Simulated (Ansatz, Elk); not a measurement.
# Bonding as seen by X-rays: Ni3Sn2O2

Structure refinements treat a crystal as free atoms side by side. For a made-up structure of Ni3Sn2O2 (cell and positions from a PBEsol relaxation) the runs below show what the calculated density changes in F(hkl).

Main program and level: Elk 11.2.3 (patched build); DFT, PBE, all-electron APW+lo, Dirac cores, scalar-relativistic bands, static density, no spin.

The structure was built from a prototype and need not be the compound's stable phase.

### 1. Starting point

It takes space group R-3m (No. 166, trigonal). Conventional cell: a = 5.331 Å, b = 5.331 Å, c = 12.160 Å, α = 90.00°, β = 90.00°, γ = 120.00°. Sn has 6 Ni at 2.67 Å nearest. Sn has 6 Ni at 2.54 Å nearest. Nearest to Ni lie 2 O at 1.89 Å. Nearest to O lie 3 Ni at 1.89 Å. Farther neighbours and most contacts between anions are not listed.

### 2. Ground state and structure factors

An all-electron density is needed, since X-rays see the cores too. Task 0 finds the density and task 195 Fourier-transforms it; tshift is off so that phases refer to the origin typed.

Input file elk.in:

```
tasks
  0
  195

xctype
  20

spinpol
  .false.

rgkmax
  7.0

gmaxvr
  14.0

lmaxo
  7

lmaxapw
  8

swidth
  0.002

tshift
  .false.

ramdisk
  .false.

hmaxvr
  5.5

maxscl
  120

epspot
  1e-06

sppath
  './'

avec
  5.03707349570 2.90815573867 7.65955341851
  -5.03707349570 2.90815573867 7.65955341851
  0.00000000000 -5.81631147734 7.65955341851

atoms
  3
  'Sn.in'
  2
  -0.0000000000 0.0000000000 0.0000000000   0.000000 0.000000 0.000000
  0.5000000000 0.5000000000 0.5000000000   0.000000 0.000000 0.000000
  'Ni.in'
  3
  0.5000000000 0.5000000000 0.0000000000   0.000000 0.000000 0.000000
  0.5000000000 0.0000000000 0.5000000000   0.000000 0.000000 0.000000
  0.0000000000 0.5000000000 0.5000000000   0.000000 0.000000 0.000000
  'O.in'
  2
  0.7569111902 0.7569111902 0.7569111902   0.000000 0.000000 0.000000
  0.2430888098 0.2430888098 0.2430888098   0.000000 0.000000 0.000000

ngridk
  5 5 5
```

Started as:

```
OMP_NUM_THREADS=4 elk
```

Numbers of over 12 decimals in the logs are rounded to 6 here.

Log:

```text
┌─────────────────────────┐
│ Elk code version 11.2.3 │
└─────────────────────────┘

All units are atomic (Hartree, Bohr, etc.)

┌─────────────────────────────────────────────────┐
│ Ground-state run starting from atomic densities │
└─────────────────────────────────────────────────┘

Lattice vectors :
   5.037073496       2.908155739       7.659553419
  -5.037073496       2.908155739       7.659553419
   0.000000000      -5.816311477       7.659553419

Reciprocal lattice vectors :
  0.6236940272      0.3600899145      0.2734356676
 -0.6236940272      0.3600899145      0.2734356676
 -0.6266012924E-17 -0.7201798289      0.2734356676

Unit cell volume      :    673.2101383
Brillouin zone volume :   0.3684588204

Muffin-tin inner radius fraction :   0.1000000000E-01

Nuclei treated as point charges

Species : 1 (Sn)
 parameters loaded from : Sn.in
 name : tin
 nuclear charge    :   -50.00000000
 electronic charge :    50.00000000
 atomic mass :    216395.0922
 muffin-tin radius :    2.600000000
 number of radial points in muffin-tin :   1193
 inner part over the whole radius :   0.9914297220E-02
 number on inner part of muffin-tin    :    850
 approximate nuclear radius :   0.8828114845E-04
 number of mesh points to nuclear radius :    428
 atomic positions (lattice), magnetic fields (Cartesian) :
  1 :   0.00000000  0.00000000  0.00000000    0.00000000  0.00000000  0.00000000
  2 :   0.50000000  0.50000000  0.50000000    0.00000000  0.00000000  0.00000000

Species : 2 (Ni)
 parameters loaded from : Ni.in
 name : nickel
 nuclear charge    :   -28.00000000
 electronic charge :    28.00000000
 atomic mass :    106991.5231
 muffin-tin radius :    2.012444262
 number of radial points in muffin-tin :    993
 inner part over the whole radius :   0.9994183483E-02
 number on inner part of muffin-tin    :    698
 approximate nuclear radius :   0.7325707712E-04
 number of mesh points to nuclear radius :    338
 atomic positions (lattice), magnetic fields (Cartesian) :
  1 :   0.50000000  0.50000000  0.00000000    0.00000000  0.00000000  0.00000000
  2 :   0.50000000  0.00000000  0.50000000    0.00000000  0.00000000  0.00000000
  3 :   0.00000000  0.50000000  0.50000000    0.00000000  0.00000000  0.00000000

Species : 3 (O)
 parameters loaded from : O.in
 name : oxygen
 nuclear charge    :   -8.000000000
 electronic charge :    8.000000000
 atomic mass :    29165.12205
 muffin-tin radius :    1.509333197
 number of radial points in muffin-tin :    593
 inner part over the whole radius :   0.9772813220E-02
 number on inner part of muffin-tin    :    405
 approximate nuclear radius :   0.5115538663E-04
 number of mesh points to nuclear radius :    175
 atomic positions (lattice), magnetic fields (Cartesian) :
  1 :  -0.24308881 -0.24308881 -0.24308881    0.00000000  0.00000000  0.00000000
  2 :   0.24308881  0.24308881  0.24308881    0.00000000  0.00000000  0.00000000

Total number of atoms per unit cell :    7
Total muffin-tin volume :    278.4689735
 ratio of muffin-tin to unit cell volume :   0.4136434639

Spin treatment :
 spin-unpolarised

Number of Bravais lattice symmetries :   12
Number of crystal symmetries         :   12
Crystal has inversion symmetry
Real symmetric eigensolver will be used

k-point grid :      5     5     5
k-point offset :    0.000000000       0.000000000       0.000000000
k-point set is reduced with full crystal symmetry group
Total number of k-points :       19

Muffin-tin radius times maximum |G+k| :    7.000000000
 using average radius
Maximum |G+k| for APW functions       :    3.437149468
Maximum (1/2)|G+k|²                   :    5.906998233
Maximum |G| for potential and density :    14.00000000
Constant for pseudocharge density :    9
 order of it for each species :   16  16  16
 order of it for pair densities of each species (exact exchange by exxq0 0: 17) :   16   9   4
Radial integration step length :    1

G-vector grid sizes :     45    45    45
Number of G-vectors :    31205

Maximum angular momentum used for
[...]
exchange                    :     -530.70760149058
 correlation                 :     -9.990686
 electron entropic           :    -0.58035364596160E-03
 total energy                :     -17072.070849573

Density of states at Fermi energy :    44.21653098
 (states/Hartree/unit cell)

Estimated indirect band gap :   0.1169961303E-02
 from k-point 3 to k-point 7
Estimated direct band gap   :   0.1079437217E-01
 at k-point 2

Charges :
 core                        :    100.0000000
 valence                     :    100.0000000
 interstitial                :    9.490025513
 muffin-tins (core leakage)
  species : 1 (Sn)
[...]
species : 2 (Ni)
[...]
species : 3 (O)
[...]
total in muffin-tins        :    190.5099745
 total calculated charge     :    199.9940018
 total charge                :    200.0000000
 error                       :   0.5998174904E-02

RMS change in Kohn-Sham potential (target) :   0.8743525109     (  0.1000000000E-05)
Absolute change in total energy (target)   :   0.5316211441     (  0.1000000000E-03)

[... loops 3 to 18 left out ...]

┌──────────────────┐
│ Loop number : 19 │
└──────────────────┘

Energies :
 Fermi                       :     0.277043
 sum of occupied eigenvalues :     -10154.597919721
 electron kinetic            :      17795.946662650
 core electron kinetic       :      16812.564703678
 Coulomb                     :     -34328.332094542
 Coulomb potential           :     -27248.922072839
 nuclear-nuclear             :     -2004.2271650466
 electron-nuclear            :     -37451.757025882
 Hartree                     :      5127.6520963874
 Madelung                    :     -20703.871058122
 xc potential                :     -701.62250953065
 exchange                    :     -528.70044253306
 correlation                 :     -9.987113
 electron entropic           :    -0.13774668248119E-02
 total energy                :     -17071.074364796

Density of states at Fermi energy :    102.6176953
 (states/Hartree/unit cell)

Estimated indirect band gap :   0.2014586356E-02
 from k-point 9 to k-point 3
Estimated direct band gap   :   0.2200753334E-02
 at k-point 9

Charges :
 core                        :    100.0000000
 valence                     :    100.0000000
 interstitial                :    10.61878559
 muffin-tins (core leakage)
  species : 1 (Sn)
[...]
species : 2 (Ni)
[...]
species : 3 (O)
[...]
total in muffin-tins        :    189.3812144
 total calculated charge     :    199.9938361
 total charge                :    200.0000000
 error                       :   0.6163921955E-02

RMS change in Kohn-Sham potential (target) :   0.6768108829E-07 (  0.1000000000E-05)
Absolute change in total energy (target)   :   0.5747724208E-04 (  0.1000000000E-03)

Convergence targets achieved

┌──────────────────┐
│ Loop number : 20 │
└──────────────────┘

Energies :
 Fermi                       :     0.277043
 sum of occupied eigenvalues :     -10154.597914591
 electron kinetic            :      17795.946663590
 core electron kinetic       :      16812.564704282
 Coulomb                     :     -34328.332093417
 Coulomb potential           :     -27248.922073292
 nuclear-nuclear             :     -2004.2271650466
 electron-nuclear            :     -37451.757022930
 Hartree                     :      5127.6520945595
 Madelung                    :     -20703.871056771
 xc potential                :     -701.62250488856
 exchange                    :     -528.70044239641
 correlation                 :     -9.987113
 electron entropic           :    -0.13774668925063E-02
 total energy                :     -17071.074362591

Density of states at Fermi energy :    102.6176979
 (states/Hartree/unit cell)

Estimated indirect band gap :   0.2014587451E-02
 from k-point 9 to k-point 3
Estimated direct band gap   :   0.2200756444E-02
 at k-point 9

Charges :
 core                        :    100.0000000
 valence                     :    100.0000000
 interstitial                :    10.61878560
 muffin-tins (core leakage)
  species : 1 (Sn)
[...]
species : 2 (Ni)
[...]
atom 3                    :    26.45426337     (  0.2166571805E-02)
  species : 3 (O)
   atom 1                    :    6.786254501     (  0.6620412241E-07)
   atom 2                    :    6.786254501     (  0.6620412241E-07)
 total in muffin-tins        :    189.3812144
 total calculated charge     :    199.9938361
 total charge                :    200.0000000
 error                       :   0.6163922025E-02

┌──────────────────────────────┐
│ Self-consistent loop stopped │
└──────────────────────────────┘

Warning : core states of species 2 leak from the muffin-tin :   0.2166571805E-02

Wrote STATE.OUT
```

Run time: 58 s. Hardware: 4 threads of Arm Neoverse V1, shared host; peak memory 0.26 GiB.

SFACRHO.OUT:

```text

h k l indices transformed by vhmat matrix:
   1.000000000       0.000000000       0.000000000    
   0.000000000       1.000000000       0.000000000    
   0.000000000       0.000000000       1.000000000    

      h      k      l  multipl.   |H|            Re(F)            Im(F)           |F|

      0      0      0      1   0.0000000       200.00000      0.11890680E-15   200.00000    
     -1      0      0      6  0.77034152      -24.885820     -0.32699336E-13   24.885820    
      1      1      1      2  0.82030700       73.810893      0.58391672E-15   73.810893    
      0      1      1      6  0.90428272       50.007279     -0.47881171E-13   50.007279    
      0     -1      1      6   1.2473881       71.214833      0.17759226E-14   71.214833    
      1      2      1      6   1.3095541       69.971684     -0.81018444E-13   69.971684    
     -1     -1      1      6   1.4660842       64.649596     -0.19853168E-13   64.649596    
     -1      0     -2     12   1.4929436      -22.840776     -0.21021002E-13   22.840776    
      2      0      0      6   1.5406830       129.38500     -0.51968588E-13   129.38500    
      1      2      2      6   1.5452623      -18.211971      0.31531503E-13   18.211971    
     -2     -2     -2      2   1.6406140       127.00270      0.58829609E-13   127.00270    
      0     -2     -2      6   1.8085654       140.09056      0.10152852E-12   140.09056    
      2      0     -1     12   1.9249364      -18.566199      0.75909173E-14   18.566199    
     -2     -1      1     12   1.9823423       42.751679     -0.30619133E-13   42.751679    
      3      1      1      6   1.9859035       57.747298     -0.52552504E-14   57.747298    
     -2     -2     -3      6   2.0450538      -20.751966     -0.44961587E-13   20.751966    
      1      2      3     12   2.0609685       42.552021     -0.12262251E-13   42.552021    
     -1      2     -1      6   2.1605395       56.897546      0.85283773E-14   56.897546
```

Elk indexes on the primitive cell of elk.in and gives |H| = 4π sin θ/λ in inverse bohr. Below, one row stands for each form hkl of the conventional cell (m members, Friedel mates merged), F is for one primitive cell and the density is static (no thermal factor). Free-atom factors are Waasmaier and Kirfel's, and R is Σm||F|−|F'||/Σm|F|.

| hkl | m | sin θ/λ (Å⁻¹) | abs F, DFT | neutral atoms | diff. |
| --- | --- | --- | --- | --- | --- |
| 101 | 6 | 0.116 | 24.886 | 24.625 | +0.261 |
| 003 | 2 | 0.123 | 73.811 | 73.076 | +0.735 |
| 012 | 6 | 0.136 | 50.007 | 50.501 | -0.493 |
| 110 | 6 | 0.188 | 71.215 | 71.147 | +0.068 |
| 104 | 6 | 0.197 | 69.972 | 69.888 | +0.084 |
| 021 | 6 | 0.221 | 64.650 | 64.740 | -0.090 |
| 113 | 12 | 0.225 | 22.841 | 22.640 | +0.201 |
| 202 | 6 | 0.232 | 129.385 | 129.909 | -0.524 |
| 015 | 6 | 0.232 | 18.212 | 18.819 | -0.607 |
| 006 | 2 | 0.247 | 127.003 | 127.428 | -0.425 |
| 024 | 6 | 0.272 | 140.091 | 140.286 | -0.195 |
| 211 | 12 | 0.289 | 18.566 | 18.684 | -0.118 |
| 122 | 12 | 0.298 | 42.752 | 42.819 | -0.067 |
| 205 | 6 | 0.299 | 57.747 | 58.004 | -0.256 |
| 107 | 6 | 0.307 | 20.752 | 20.838 | -0.086 |
| 116 | 12 | 0.310 | 42.552 | 42.544 | +0.008 |
| 300 | 6 | 0.325 | 56.898 | 56.732 | +0.165 |
| 214 | 12 | 0.330 | 56.289 | 56.125 | +0.164 |

### 3. The highest occupied states alone

An energy window below the Fermi level keeps the highest occupied states, to see at which angles they scatter; shallow core shells can lie inside it and anion s states outside. No new self-consistency is needed.

elk.in, as its differences from that of step 2:

```diff
@@ -1,3 +1,2 @@
 tasks
-  0
   195
@@ -40,2 +39,5 @@
 
+wsfac
+  -0.090450 0.577040
+
 sppath
```

Started as:

```
OMP_NUM_THREADS=4 elk
```

Log:

```text
┌─────────────────────────────────┐
│ Elk code version 11.2.3 started │
└─────────────────────────────────┘

Info(readinput): the functional depends on the density's gradient
 muffin-tin radial points multiplied by    2.00000
 (not where nrmtscf is given)

┌────────────────────┐
│ Current task : 195 │
└────────────────────┘
Info(checkmt): changed muffin-tin radius of species 2 (Ni) from   2.4000 to   2.0124
Info(checkmt): changed muffin-tin radius of species 3 (O) from   1.8000 to   1.5093

Info(sfacrho): density structure factors written to SFACRHO.OUT

 Energy window :  -0.9045000000E-01  0.5770400000

┌──────────────────┐
│ Elk code stopped │
└──────────────────┘
```

It took 15 s on 4 threads; peak memory 0.17 GiB.

States within 10 eV below the Fermi level hold 46.00 electrons; any levels below the window count with the cores. Their amplitudes can exceed the total, where window and core parts have opposite phase:

| hkl | sin θ/λ (Å⁻¹) | abs F, window | abs F, all |
| --- | --- | --- | --- |
| 101 | 0.116 | 7.611 | 24.886 |
| 003 | 0.123 | 22.176 | 73.811 |
| 012 | 0.136 | 11.718 | 50.007 |
| 110 | 0.188 | 0.065 | 71.215 |
| 104 | 0.197 | 0.348 | 69.972 |
| 021 | 0.221 | 16.279 | 64.650 |
| 113 | 0.225 | 6.365 | 22.841 |
| 202 | 0.232 | 10.743 | 129.385 |
| 015 | 0.232 | 3.173 | 18.212 |
| 006 | 0.247 | 10.403 | 127.003 |

### 4. Another functional

The difference from free atoms is small, so it is set against the change that LDA (Perdew-Wang) makes.

elk.in, as its differences from that of step 3:

```diff
@@ -1,2 +1,3 @@
 tasks
+  0
   195
@@ -4,3 +5,3 @@
 xctype
-  20
+  3
 
@@ -39,5 +40,2 @@
 
-wsfac
-  -0.090450 0.577040
-
 sppath
```

Started as:

```
OMP_NUM_THREADS=4 elk
```

Log:

```text
┌─────────────────────────┐
│ Elk code version 11.2.3 │
└─────────────────────────┘

All units are atomic (Hartree, Bohr, etc.)

┌─────────────────────────────────────────────────┐
│ Ground-state run starting from atomic densities │
└─────────────────────────────────────────────────┘

Lattice vectors :
   5.037073496       2.908155739       7.659553419
  -5.037073496       2.908155739       7.659553419
   0.000000000      -5.816311477       7.659553419

Reciprocal lattice vectors :
  0.6236940272      0.3600899145      0.2734356676
[...]
species : 1 (Sn)
[...]
species : 2 (Ni)
[...]
species : 3 (O)
   atom 1                    :    6.757308958     ( -0.3951584542E-05)
   atom 2                    :    6.757308958     ( -0.3951584542E-05)
 total in muffin-tins        :    189.3964492
 total calculated charge     :    199.9935380
 total charge                :    200.0000000
 error                       :   0.6461970968E-02

┌──────────────────────────────┐
│ Self-consistent loop stopped │
└──────────────────────────────┘

Warning : core states of species 2 leak from the muffin-tin :   0.2271582614E-02

Wrote STATE.OUT
[key lines of the parts left out:]
total energy                :     -17052.259759313
```

It took 34 s on 4 threads; peak memory 0.19 GiB.

Against the first run R = 0.04 %; the largest change is -0.090 at 024.

### 5. Basis size

The basis and the expansions that go with it are enlarged, to see whether the differences are converged.

elk.in, as its differences from that of step 4:

```diff
@@ -5,3 +5,3 @@
 xctype
-  3
+  20
 
@@ -11,12 +11,12 @@
 rgkmax
-  7.0
+  8.5
 
 gmaxvr
-  14.0
+  18.0
 
 lmaxo
-  7
+  9
 
 lmaxapw
-  8
+  10
```

Started as:

```
OMP_NUM_THREADS=4 elk
```

Log:

```text
┌─────────────────────────┐
│ Elk code version 11.2.3 │
└─────────────────────────┘

All units are atomic (Hartree, Bohr, etc.)

┌─────────────────────────────────────────────────┐
│ Ground-state run starting from atomic densities │
└─────────────────────────────────────────────────┘

Lattice vectors :
   5.037073496       2.908155739       7.659553419
  -5.037073496       2.908155739       7.659553419
   0.000000000      -5.816311477       7.659553419

Reciprocal lattice vectors :
  0.6236940272      0.3600899145      0.2734356676
[...]
species : 1 (Sn)
[...]
species : 2 (Ni)
[...]
species : 3 (O)
   atom 1                    :    6.811079179     (  0.6698453237E-07)
   atom 2                    :    6.811079179     (  0.6698453237E-07)
 total in muffin-tins        :    189.4792278
 total calculated charge     :    199.9932307
 total charge                :    200.0000000
 error                       :   0.6769304175E-02

┌──────────────────────────────┐
│ Self-consistent loop stopped │
└──────────────────────────────┘

Warning : core states of species 2 leak from the muffin-tin :   0.2169996585E-02

Wrote STATE.OUT
[key lines of the parts left out:]
total energy                :     -17071.151355885
```

Wall time 2.5 min (4 threads); peak memory 0.53 GiB.

Against the first run R = 0.03 %; the largest change is +0.035 at 024.

### 6. Settings against the effect

| run | R against the first run (%) | R against neutral atoms, low angle (%) | wall time |
| --- | --- | --- | --- |
| PBE, rgkmax 7 | 0.00 | 0.43 | 58 s |
| LDA (Perdew-Wang) | 0.04 | 0.42 | 34 s |
| rgkmax 8.5 with larger expansions | 0.03 | 0.44 | 2.5 min |

### 7. What came out

- R against neutral atoms, sin θ/λ < 0.3 Å⁻¹: 0.43 %
- R against neutral atoms, 0.3 to 0.74 Å⁻¹: 0.28 %

What this shows: Independent neutral atoms miss the calculated amplitudes by R = 0.43 % below 0.3 Å⁻¹ and 0.28 % from there to 0.74 Å⁻¹; by shells, 1.00 % below 0.15 Å⁻¹ (3 forms), 0.36 % 0.15 to 0.3 (11 forms), 0.20 % 0.3 to 0.45 (26 forms), 0.30 % above 0.45 (109 forms). Bonding, aspherical density and the tables' own atoms all enter these figures, and the runs don't part them. The largest change of an amplitude is +0.73 electrons, at 003. The window's part falls from 46.0 electrons at the origin to at most 6.98 between 0.45 and 0.74 Å⁻¹, where compact states inside the window still scatter. Below 0.3 Å⁻¹ the changes that finished (LDA (Perdew-Wang) and rgkmax 8.5 with larger expansions) move F by R = 0.04 % at most, against the 0.43 % that separates it from free atoms. The k-mesh has no finished test. These runs have no spin, though d or f shells may be open. Part of the difference isn't bonding: the tables are fits to free atoms and ions calculated by other methods than this functional. Thermal motion, anomalous dispersion and extinction are left out.

[Logs are printed without paths, hosts, clocks, repeated set-up lines and the standing remarks that a program may print on its own settings, such as how far it seeks lower states.]

[Hosts, paths, dates, database ids (printed as entryN), source tags and the programs' standing remarks are cut or masked in the printed files.]
